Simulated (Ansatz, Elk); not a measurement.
# LuPOs: X-ray structure factors from the self-consistent density

The structure of LuPOs used here is made up (a known structure type with other elements) and was relaxed beforehand with PBEsol. The aim is the Fourier transform of its all-electron density, F(hkl), set beside the sum over free spherical atoms that refinements use.

Program: Elk 11.2.3 (patched build). Level of theory: DFT, PBE, all-electron APW+lo, Dirac cores, scalar-relativistic bands, static density, no spin. Results are calculated unless marked as measured.

The structure was built from a prototype and need not be the compound's stable phase.

## Step 1: The starting structure

The structure is hexagonal, space group P6_3/mmc (No. 194). Conventional cell: a = 3.925 Å, b = 3.925 Å, c = 8.034 Å, α = 90.00°, β = 90.00°, γ = 120.00°. Nearest to Os lie 3 P at 2.27 Å and 6 Lu at 3.03 Å. Lu has 6 P at 3.03 Å and 6 Os at 3.03 Å nearest. Nearest to P lie 3 Os at 2.27 Å and 6 Lu at 3.03 Å. Farther neighbours are not listed.

## Step 2: Ground state and structure factors

An all-electron density is needed, since X-rays see the cores too. Task 0 finds the density and task 195 Fourier-transforms it; tshift is off so that phases refer to the origin typed.

Contents of elk.in:

```
tasks
  0
  195

xctype
  20

spinpol
  .false.

rgkmax
  7.0

gmaxvr
  14.0

lmaxo
  7

lmaxapw
  8

swidth
  0.002

tshift
  .false.

ramdisk
  .false.

hmaxvr
  5.5

maxscl
  120

epspot
  1e-06

sppath
  './'

avec
  7.41666455926 -0.00000000000 0.00000000000
  -3.70833227963 6.42301991967 -0.00000000000
  0.00000000000 -0.00000000000 15.18202043115

atoms
  3
  'Os.in'
  2
  0.3333333333 0.6666666667 0.2640666576   0.000000 0.000000 0.000000
  0.6666666667 0.3333333333 0.7640666576   0.000000 0.000000 0.000000
  'Lu.in'
  2
  0.0000000000 0.0000000000 1.0140683256   0.000000 0.000000 0.000000
  0.0000000000 -0.0000000000 0.5140683256   0.000000 0.000000 0.000000
  'P.in'
  2
  0.6666666667 0.3333333333 0.2640650168   0.000000 0.000000 0.000000
  0.3333333333 0.6666666667 0.7640650168   0.000000 0.000000 0.000000

ngridk
  7 7 3
```

Command:

```sh
$ OMP_NUM_THREADS=4 elk
```

Numbers of over 12 decimals in the logs are rounded to 6 here.

Output:

```text
┌─────────────────────────┐
│ Elk code version 11.2.3 │
└─────────────────────────┘

All units are atomic (Hartree, Bohr, etc.)

┌─────────────────────────────────────────────────┐
│ Ground-state run starting from atomic densities │
└─────────────────────────────────────────────────┘

Lattice vectors :
   7.416664559      -0.000000000       0.000000000
  -3.708332280       6.423019920      -0.000000000
   0.000000000      -0.000000000       15.18202043

Reciprocal lattice vectors :
  0.8471712934      0.4891145743       0.000000000
   0.000000000      0.9782291486       0.000000000
   0.000000000       0.000000000      0.4138569919

Unit cell volume      :    723.2317402
Brillouin zone volume :   0.3429747336

Muffin-tin inner radius fraction :   0.1000000000E-01

Nuclei treated as point charges

Species : 1 (Os)
 parameters loaded from : Os.in
 name : osmium
 nuclear charge    :   -76.00000000
 electronic charge :    76.00000000
 atomic mass :    346768.0767
 muffin-tin radius :    2.369927436
 number of radial points in muffin-tin :   1393
 inner part over the whole radius :   0.9990043564E-02
 number on inner part of muffin-tin    :    996
 approximate nuclear radius :   0.1019601503E-03
 number of mesh points to nuclear radius :    526
 atomic positions (lattice), magnetic fields (Cartesian) :
  1 :   0.33333333  0.66666667  0.26406666    0.00000000  0.00000000  0.00000000
  2 :   0.66666667  0.33333333  0.76406666    0.00000000  0.00000000  0.00000000

Species : 2 (Lu)
 parameters loaded from : Lu.in
 name : lutetium
 nuclear charge    :   -71.00000000
 electronic charge :    71.00000000
 atomic mass :    318945.3298
 muffin-tin radius :    2.800000000
 number of radial points in muffin-tin :   1393
 inner part over the whole radius :   0.9962478555E-02
 number on inner part of muffin-tin    :    999
 approximate nuclear radius :   0.9954169502E-04
 number of mesh points to nuclear radius :    517
 atomic positions (lattice), magnetic fields (Cartesian) :
  1 :   0.00000000  0.00000000  0.01406833    0.00000000  0.00000000  0.00000000
  2 :   0.00000000  0.00000000  0.51406833    0.00000000  0.00000000  0.00000000

Species : 3 (P)
 parameters loaded from : P.in
 name : phosphorus
 nuclear charge    :   -15.00000000
 electronic charge :    15.00000000
 atomic mass :    56461.71230
 muffin-tin radius :    1.862085843
 number of radial points in muffin-tin :    793
 inner part over the whole radius :   0.9918993235E-02
 number on inner part of muffin-tin    :    551
 approximate nuclear radius :   0.6081821256E-04
 number of mesh points to nuclear radius :    251
 atomic positions (lattice), magnetic fields (Cartesian) :
  1 :   0.66666667  0.33333333  0.26406502    0.00000000  0.00000000  0.00000000
  2 :   0.33333333  0.66666667  0.76406502    0.00000000  0.00000000  0.00000000

Total number of atoms per unit cell :    6
Total muffin-tin volume :    349.5072857
 ratio of muffin-tin to unit cell volume :   0.4832576701

Spin treatment :
 spin-unpolarised

Number of Bravais lattice symmetries :   24
Number of crystal symmetries         :   12
Crystal has no inversion symmetry
Complex Hermitian eigensolver will be used

k-point grid :      7     7     3
k-point offset :    0.000000000       0.000000000       0.000000000
k-point set is reduced with full crystal symmetry group
Total number of k-points :       24

Muffin-tin radius times maximum |G+k| :    7.000000000
 using average radius
Maximum |G+k| for APW functions       :    2.986342483
Maximum (1/2)|G+k|²                   :    4.459120714
Maximum |G| for potential and density :    14.00000000
Constant for pseudocharge density :   10
 order of it for each species :   17  17  17
 order of it for pair densities of each species (exact exchange by exxq0 0: 18) :   10  14   5
Radial integration step length :    1

G-vector grid sizes :     35    35    70
Number of G-vectors :    33643

Maximum angular momentum used for
 APW functions            :    8
 outer part of muffin-tin :    7
[...]
exchange                    :     -1314.1787564530
 correlation                 :     -19.034218172093
 electron entropic           :    -0.11608134143202E-02
 total energy                :     -64412.947227941

Density of states at Fermi energy :    92.53237873
 (states/Hartree/unit cell)

Estimated indirect band gap :   0.1112615020E-02
 from k-point 14 to k-point 8
Estimated direct band gap   :   0.1214282331E-01
 at k-point 14

Charges :
 core                        :    204.0000000
 valence                     :    120.0000000
 interstitial                :    12.20906886
 muffin-tins (core leakage)
  species : 1 (Os)
[...]
species : 2 (Lu)
[...]
species : 3 (P)
[...]
total in muffin-tins        :    311.7909311
 total calculated charge     :    323.9940205
 total charge                :    324.0000000
 error                       :   0.5979548682E-02

RMS change in Kohn-Sham potential (target) :   0.3093726322     (  0.1000000000E-05)
Absolute change in total energy (target)   :   0.3526813482     (  0.1000000000E-03)

[... loops 3 to 15 left out ...]

┌──────────────────┐
│ Loop number : 16 │
└──────────────────┘

Energies :
 Fermi                       :     0.375542
 sum of occupied eigenvalues :     -39384.261861427
 electron kinetic            :      72434.054727743
 core electron kinetic       :      69933.982478126
 Coulomb                     :     -135510.95508495
 Coulomb potential           :     -110074.19460514
 nuclear-nuclear             :     -5837.2700019332
 electron-nuclear            :     -149388.11963134
 Hartree                     :      19714.434548324
 Madelung                    :     -80473.857782379
 xc potential                :     -1744.1219840301
 exchange                    :     -1314.6120157201
 correlation                 :     -19.046012208884
 electron entropic           :    -0.15594236131775E-02
 total energy                :     -64410.559944558

Density of states at Fermi energy :    119.0107888
 (states/Hartree/unit cell)

Estimated indirect band gap :   0.1037713705E-02
 from k-point 12 to k-point 7
Estimated direct band gap   :   0.7582475363E-02
 at k-point 7

Charges :
 core                        :    204.0000000
 valence                     :    120.0000000
 interstitial                :    12.31128246
 muffin-tins (core leakage)
  species : 1 (Os)
[...]
species : 2 (Lu)
[...]
species : 3 (P)
[...]
total in muffin-tins        :    311.6887175
 total calculated charge     :    323.9941804
 total charge                :    324.0000000
 error                       :   0.5819579413E-02

RMS change in Kohn-Sham potential (target) :   0.2813373305E-06 (  0.1000000000E-05)
Absolute change in total energy (target)   :   0.2969262277E-04 (  0.1000000000E-03)

Convergence targets achieved

┌──────────────────┐
│ Loop number : 17 │
└──────────────────┘

Energies :
 Fermi                       :     0.375542
 sum of occupied eigenvalues :     -39384.261857548
 electron kinetic            :      72434.054732115
 core electron kinetic       :      69933.982480331
 Coulomb                     :     -135510.95508538
 Coulomb potential           :     -110074.19460078
 nuclear-nuclear             :     -5837.2700019332
 electron-nuclear            :     -149388.11963679
 Hartree                     :      19714.434553344
 Madelung                    :     -80473.857784991
 xc potential                :     -1744.1219888871
 exchange                    :     -1314.6120157675
 correlation                 :     -19.046012191285
 electron entropic           :    -0.15594232154062E-02
 total energy                :     -64410.559940645

Density of states at Fermi energy :    119.0107527
 (states/Hartree/unit cell)

Estimated indirect band gap :   0.1037713757E-02
 from k-point 12 to k-point 7
Estimated direct band gap   :   0.7582473073E-02
 at k-point 7

Charges :
 core                        :    204.0000000
 valence                     :    120.0000000
 interstitial                :    12.31128200
 muffin-tins (core leakage)
  species : 1 (Os)
[...]
species : 2 (Lu)
[...]
atom 2                    :    69.33066663     (  0.3219308482E-06)
  species : 3 (P)
   atom 1                    :    12.42421704     (  0.2258995940E-02)
   atom 2                    :    12.42421704     (  0.2258995940E-02)
 total in muffin-tins        :    311.6887180
 total calculated charge     :    323.9941804
 total charge                :    324.0000000
 error                       :   0.5819579210E-02

┌──────────────────────────────┐
│ Self-consistent loop stopped │
└──────────────────────────────┘

Warning : core states of species 3 leak from the muffin-tin :   0.2258995940E-02

Wrote STATE.OUT
```

Elapsed: 77 s, on 4 threads of Arm Neoverse V1, shared host; peak memory 0.41 GiB; 4.1 min of CPU time.

SFACRHO.OUT:

```text

h k l indices transformed by vhmat matrix:
   1.000000000       0.000000000       0.000000000    
   0.000000000       1.000000000       0.000000000    
   0.000000000       0.000000000       1.000000000    

      h      k      l  multipl.   |H|            Re(F)            Im(F)           |F|

      0      0      0      1   0.0000000       324.00000      0.60909762E-16   324.00000    
      0      0     -1      1  0.41385699      0.11134638E-13  0.23837534E-13  0.26309850E-13
      0      0      1      1  0.41385699      0.11134638E-13 -0.23837534E-13  0.26309850E-13
      0      0      2      1  0.82771398      -34.621308      -6.1811235       35.168754    
      0      0     -2      1  0.82771398      -34.621308       6.1811235       35.168754    
     -1      0      0      3  0.97822915       46.887389      0.12546071E-14   46.887389    
      0     -1      0      3  0.97822915       46.887389      0.48929676E-13   46.887389    
      1     -1     -1      3   1.0621722      -96.658019       8.5654376       97.036794    
      0     -1     -1      3   1.0621722       96.658019      -8.5654376       97.036794    
      1      0      1      3   1.0621722      -96.658019      -8.5654376       97.036794    
      1     -1      1      3   1.0621722       96.658019       8.5654376       97.036794    
      0      0     -3      1   1.2415710      0.83431371E-13 -0.18819106E-13  0.85527495E-13
      0      0      3      1   1.2415710      0.83431371E-13  0.18819106E-13  0.85527495E-13
     -1      1      2      3   1.2814221       193.20160       34.514069       196.26024    
      1     -1      2      3   1.2814221       193.20160       34.514069       196.26024    
     -1      1     -2      3   1.2814221       193.20160      -34.514069       196.26024    
      0      1     -2      3   1.2814221       193.20160      -34.514069       196.26024    
      1      0     -3      3   1.5806425      -86.280883       23.429719       89.405495
```

Elk indexes on the primitive cell of elk.in and gives |H| = 4π sin θ/λ in inverse bohr. Below, one row stands for each form hkl of the conventional cell (m members, Friedel mates merged), F is for one primitive cell and the density is static (no thermal factor). Free-atom factors are Waasmaier and Kirfel's, and R is Σm||F|−|F'||/Σm|F|. Elk warned that it couldn't find a linearisation energy, which lowers the accuracy of some states in this run and its variants.

```
hkl   m  sin θ/λ (Å⁻¹)  abs F, DFT  neutral atoms   diff.  abs of complex diff.
001   2          0.062       0.000          0.000  +0.000                 0.000
002   2          0.124      35.169         34.581  +0.588                 0.588
100   6          0.147      46.887         47.256  -0.368                 0.368
101  12          0.160      97.037         96.960  +0.077                 0.077
003   2          0.187       0.000          0.000  +0.000                 0.000
102  12          0.193     196.261        196.468  -0.207                 0.207
103  12          0.238      89.406         89.868  -0.462                 0.462
004   2          0.249     252.480        253.535  -1.055                 1.055
110   6          0.255     250.775        251.702  -0.927                 0.927
111  12          0.262       0.000          0.000  +0.000                 0.000
112  12          0.284      24.835         25.158  -0.324                 0.324
104  12          0.289      41.446         41.547  -0.101                 0.101
200   6          0.294      41.526         41.276  +0.250                 0.250
201  12          0.301      83.722         83.855  -0.133                 0.133
005   2          0.311       0.000          0.000  +0.000                 0.000
113  12          0.316       0.000          0.000  +0.000                 0.000
202  12          0.320     167.489        168.101  -0.612                 0.612
105  12          0.344      79.458         79.697  -0.239                 0.239
203  12          0.348      79.315         79.294  +0.020                 0.020
114  12          0.356     221.405        221.773  -0.368                 0.368
006   2          0.373      23.196         23.035  +0.161                 0.161
204  12          0.385      36.405         36.369  +0.036                 0.036
```

## Step 3: The highest occupied states alone

An energy window below the Fermi level keeps the highest occupied states, to see at which angles they scatter; shallow core shells can lie inside it and anion s states outside. No new self-consistency is needed.

elk.in: that of step 2 with these lines changed.

```diff
@@ -1,3 +1,2 @@
 tasks
-  0
   195
@@ -40,2 +39,5 @@
 
+wsfac
+  -0.175700 0.675540
+
 sppath
```

Command:

```sh
$ OMP_NUM_THREADS=4 elk
```

Output:

```text
┌─────────────────────────────────┐
│ Elk code version 11.2.3 started │
└─────────────────────────────────┘

Info(readinput): the functional depends on the density's gradient
 muffin-tin radial points multiplied by    2.00000
 (not where nrmtscf is given)

┌────────────────────┐
│ Current task : 195 │
└────────────────────┘
Info(checkmt): changed muffin-tin radius of species 1 (Os) from   2.8000 to   2.3699
Info(checkmt): changed muffin-tin radius of species 3 (P) from   2.2000 to   1.8621

Warning(linengy): could not find 1 linearisation energies in s.c. loop 1

Info(sfacrho): density structure factors written to SFACRHO.OUT

 Energy window :  -0.1757000000      0.6755400000

┌──────────────────┐
│ Elk code stopped │
└──────────────────┘
```

Run time: 19 s. Hardware: 4 threads; peak memory 0.19 GiB.

States within 15 eV below the Fermi level hold 60.00 electrons; any levels below the window count with the cores. Their amplitudes can exceed the total, where window and core parts have opposite phase:

```
hkl  sin θ/λ (Å⁻¹)  abs F, window  abs F, all
001          0.062          0.000       0.000
002          0.124         12.331      35.169
100          0.147         19.791      46.887
101          0.160          2.586      97.037
003          0.187          0.000       0.000
102          0.193         26.922     196.261
103          0.238          0.986      89.406
004          0.249         23.317     252.480
110          0.255         22.965     250.775
111          0.262          0.000       0.000
```

## Step 4: Another functional

The difference from free atoms is small, so it is set against the change that PBEsol makes.

elk.in: that of step 3 with these lines changed.

```diff
@@ -1,2 +1,3 @@
 tasks
+  0
   195
@@ -4,3 +5,3 @@
 xctype
-  20
+  22
 
@@ -39,5 +40,2 @@
 
-wsfac
-  -0.175700 0.675540
-
 sppath
```

Command:

```sh
$ OMP_NUM_THREADS=4 elk
```

Output:

```text
┌─────────────────────────┐
│ Elk code version 11.2.3 │
└─────────────────────────┘

All units are atomic (Hartree, Bohr, etc.)

┌─────────────────────────────────────────────────┐
│ Ground-state run starting from atomic densities │
└─────────────────────────────────────────────────┘

Lattice vectors :
   7.416664559      -0.000000000       0.000000000
  -3.708332280       6.423019920      -0.000000000
   0.000000000      -0.000000000       15.18202043

Reciprocal lattice vectors :
  0.8471712934      0.4891145743       0.000000000
[...]
species : 1 (Os)
[...]
species : 2 (Lu)
[...]
species : 3 (P)
   atom 1                    :    12.41548938     (  0.2280653732E-02)
   atom 2                    :    12.41548938     (  0.2280653732E-02)
 total in muffin-tins        :    311.6940343
 total calculated charge     :    323.9941458
 total charge                :    324.0000000
 error                       :   0.5854248624E-02

┌──────────────────────────────┐
│ Self-consistent loop stopped │
└──────────────────────────────┘

Warning : core states of species 3 leak from the muffin-tin :   0.2280653732E-02

Wrote STATE.OUT
[key lines of the parts left out:]
total energy                :     -64390.636654674
```

The job ended after 77 s (4 threads; peak memory 0.41 GiB).

Against the first run R = 0.01 %; the largest change is -0.031 at 002.

## Step 5: A coarser k-mesh

About half the k-points along each axis test the sampling.

elk.in: that of step 4 with these lines changed.

```diff
@@ -5,3 +5,3 @@
 xctype
-  22
+  20
 
@@ -64,2 +64,2 @@
 ngridk
-  7 7 3
+  4 4 2
```

Command:

```sh
$ OMP_NUM_THREADS=4 elk
```

Output:

```text
┌─────────────────────────┐
│ Elk code version 11.2.3 │
└─────────────────────────┘

All units are atomic (Hartree, Bohr, etc.)

┌─────────────────────────────────────────────────┐
│ Ground-state run starting from atomic densities │
└─────────────────────────────────────────────────┘

Lattice vectors :
   7.416664559      -0.000000000       0.000000000
  -3.708332280       6.423019920      -0.000000000
   0.000000000      -0.000000000       15.18202043

Reciprocal lattice vectors :
  0.8471712934      0.4891145743       0.000000000
[...]
species : 1 (Os)
[...]
species : 2 (Lu)
[...]
species : 3 (P)
   atom 1                    :    12.42531772     (  0.2259684335E-02)
   atom 2                    :    12.42531772     (  0.2259684335E-02)
 total in muffin-tins        :    311.6835366
 total calculated charge     :    323.9942005
 total charge                :    324.0000000
 error                       :   0.5799500759E-02

┌──────────────────────────────┐
│ Self-consistent loop stopped │
└──────────────────────────────┘

Warning : core states of species 3 leak from the muffin-tin :   0.2259684335E-02

Wrote STATE.OUT
[key lines of the parts left out:]
total energy                :     -64410.552783196
```

Elapsed: 43 s, on 4 threads; peak memory 0.38 GiB; 1.8 min of CPU time.

Against the first run R = 0.00 %; the largest change is -0.042 at 004.

## Step 6: Settings against the effect

```
          run  R against the first run (%)  R against neutral atoms, low angle (%)  wall time
PBE, rgkmax 7                         0.00                                    0.33       77 s
       PBEsol                         0.01                                    0.34       77 s
 k-mesh 4×4×2                         0.00                                    0.33       43 s
```

## Step 7: Summary of results

```
R against neutral atoms, sin θ/λ < 0.3 Å⁻¹ : 0.33 %
R against neutral atoms, 0.3 to 0.83 Å⁻¹   : 0.22 %
```

**Reading.** Independent neutral atoms miss the calculated amplitudes by R = 0.33 % below 0.3 Å⁻¹ and 0.22 % from there to 0.83 Å⁻¹; by shells, 0.96 % below 0.15 Å⁻¹ (2 forms), 0.30 % 0.15 to 0.3 (8 forms), 0.18 % 0.3 to 0.45 (15 forms), 0.22 % above 0.45 (96 forms). Bonding, aspherical density and the tables' own atoms all enter these figures, and the runs don't part them. The largest change of an amplitude is -1.06 electrons, at 004. The window's part falls from 60.0 electrons at the origin to at most 12.70 between 0.45 and 0.83 Å⁻¹, where compact states inside the window still scatter. Below 0.3 Å⁻¹ the changes that finished (PBEsol and k-mesh 4×4×2) move F by R = 0.01 % at most, against the 0.33 % that separates it from free atoms. The basis has no finished test. These runs have no spin, though d or f shells may be open. Spin-orbit coupling is left out, which can matter for elements this heavy. Part of the difference isn't bonding: the tables are fits to free atoms and ions calculated by other methods than this functional. Thermal motion, anomalous dispersion and extinction are left out.

[Logs are printed without paths, hosts, clocks, repeated set-up lines and the standing remarks that a program may print on its own settings, such as how far it seeks lower states.]

[Hosts, paths, dates, database ids (printed as entryN), source tags and the programs' standing remarks are cut or masked in the printed files.]
